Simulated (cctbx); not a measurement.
# What is wrong with this refinement?

Cell a = 3.8630 Å, b = 19.8740 Å, c = 11.2960 Å, α = 90.00°, β = 90.00°, γ = 90.00°; space group Amm2 (no. 38). The compound is SrCa2Er2Mo3S12.

The data are simulated with cctbx, not measured: Mo Kα, λ = 0.71073 Å, to d = 0.6 Å, 70 % of the full sphere, strongest reflection 70000 counts, noise from counting, a 1.5 % proportional error and a noise floor of 15 counts (s.d.); no absorption.

An anisotropic refinement with weights 1/σ² prints:

```text
Rint 0.015, 2309 unique reflections to 0.60 A
cycle     R1     wR2    GooF  max shift (A)
   1  0.1020  0.2384  11.436   0.04908
   3  0.0939  0.2157  10.346   0.00015
final R1 0.0939 wR2 0.2157 GooF 10.346  parameters 58  data/parameter 39.8
atom        x        y        z      Ueq    occ   su(xyz)  su(Uiso or U11)
Er1    0.00000  0.35786  0.35756   0.0225  1.000  0.00010  0.0003
Mo1    0.50000  0.16425  0.16032   0.0210  1.000  0.00017  0.0007
Mo2    0.50000  0.00000  0.67012   0.0252  1.000  0.00026  0.0011
Sr1    0.00000  0.00000  0.28258   0.0252  1.000  0.00029  0.0012
Ca1    0.00000  0.33098  0.99618   0.0353  1.000  0.00056  0.0027
S1     0.50000  0.40103  0.84848   0.0330  1.000  0.00092  0.0025
S2     0.50000  0.21957  0.95994   0.0291  1.000  0.00067  0.0026
S3     0.50000  0.37359  0.19196   0.0260  1.000  0.00055  0.0022
S4     0.00000  0.23987  0.23544   0.0289  1.000  0.00054  0.0029
S5     0.00000  0.00000  0.52428   0.0238  1.000  0.00073  0.0034
S6     0.00000  0.00000  0.82619   0.0259  1.000  0.00071  0.0040
difference map: max 28.90 min -4.41 rms 0.83
Q1    0.0000  0.0910  0.0839    4   29.35  2.57 A from Mo1
Q2    0.0000  0.0915  0.6320    4   15.20  2.16 A from S3
Q3    0.0000  0.1395  0.8564    4    6.74  0.05 A from Er1
Q4    0.0000  0.1933  0.6364    4    5.77  1.66 A from Ca1
Q5    0.0000  0.1251  0.1339    4    5.76  2.10 A from Mo1
Q6    0.5000  0.1024  0.4356    4    5.63  0.99 A from S1
```

Q: Accept it or mend it, and why?

Mend it. The fault: an atom left out, S at (0, 0.0910, 0.0839). Against the right model at the same level, R1 goes from 0.0093 to 0.0939 and GooF from 0.94 to 10.35 and the top difference peak, 29.4 e/Å³, lies 2.57 Å from Mo1. Q1 is the missing atom. With scattering power missing, scale and phases suffer, so peaks may also grow on the heavy atoms.

The compound is SrCa2Er2Mo3S12. The right model at the same level gives:

```text
Rint 0.015, 2309 unique reflections to 0.60 A
cycle     R1     wR2    GooF  max shift (A)
   1  0.0338  0.0797   3.830   0.00436
   2  0.0093  0.0195   0.937   0.00005
final R1 0.0093 wR2 0.0195 GooF 0.937  parameters 64  data/parameter 36.1
atom        x        y        z      Ueq    occ   su(xyz)  su(Uiso or U11)
Er1    0.00000  0.35790  0.35736   0.0227  1.000  0.00001  0.0000
Mo1    0.50000  0.16410  0.16034   0.0210  1.000  0.00002  0.0001
Mo2    0.50000  0.00000  0.67138   0.0262  1.000  0.00002  0.0001
Sr1    0.00000  0.00000  0.28177   0.0263  1.000  0.00003  0.0001
Ca1    0.00000  0.33072  0.99652   0.0318  1.000  0.00005  0.0002
S1     0.50000  0.40058  0.84518   0.0297  1.000  0.00007  0.0002
S2     0.50000  0.22132  0.96325   0.0308  1.000  0.00005  0.0003
S3     0.50000  0.37422  0.19277   0.0311  1.000  0.00005  0.0002
S4     0.00000  0.23977  0.23373   0.0314  1.000  0.00005  0.0003
S5     0.00000  0.00000  0.52472   0.0249  1.000  0.00007  0.0003
S6     0.00000  0.09101  0.08231   0.0205  1.000  0.00004  0.0002
S7     0.00000  0.00000  0.82565   0.0252  1.000  0.00006  0.0003
Flack x: 0.003(4)
Hooft y: 0.006(3)  Bijvoet pairs: 1076
difference map: max 0.31 min -0.33 rms 0.06
Q1    0.0000  0.0000  0.1183    2    0.33  1.85 A from Sr1
Q2    0.5000  0.0218  0.3442    4    0.27  1.54 A from S1
Q3    0.5000  0.0000  0.2076    2    0.26  2.11 A from Sr1
Q4    0.5000  0.1582  0.6016    4    0.26  1.21 A from S3
Q5    0.0000  0.1002  0.2653    4    0.25  2.00 A from Sr1
Q6    0.1675  0.0000  0.7032    4    0.24  1.33 A from Mo2
```

Isotropic U is held between 0.0001 and 1 Å² by the program, and listed peak heights are interpolated, so they can pass the grid's maximum.

The model is made up (kin elements in a known structure type, no relaxation), so it says nothing on whether the phase exists.

[Middle refinement cycles are left out of these outputs.]

[Logs are printed without paths, hosts, clocks, repeated set-up lines and the standing remarks that a program may print on its own settings, such as how far it seeks lower states.]
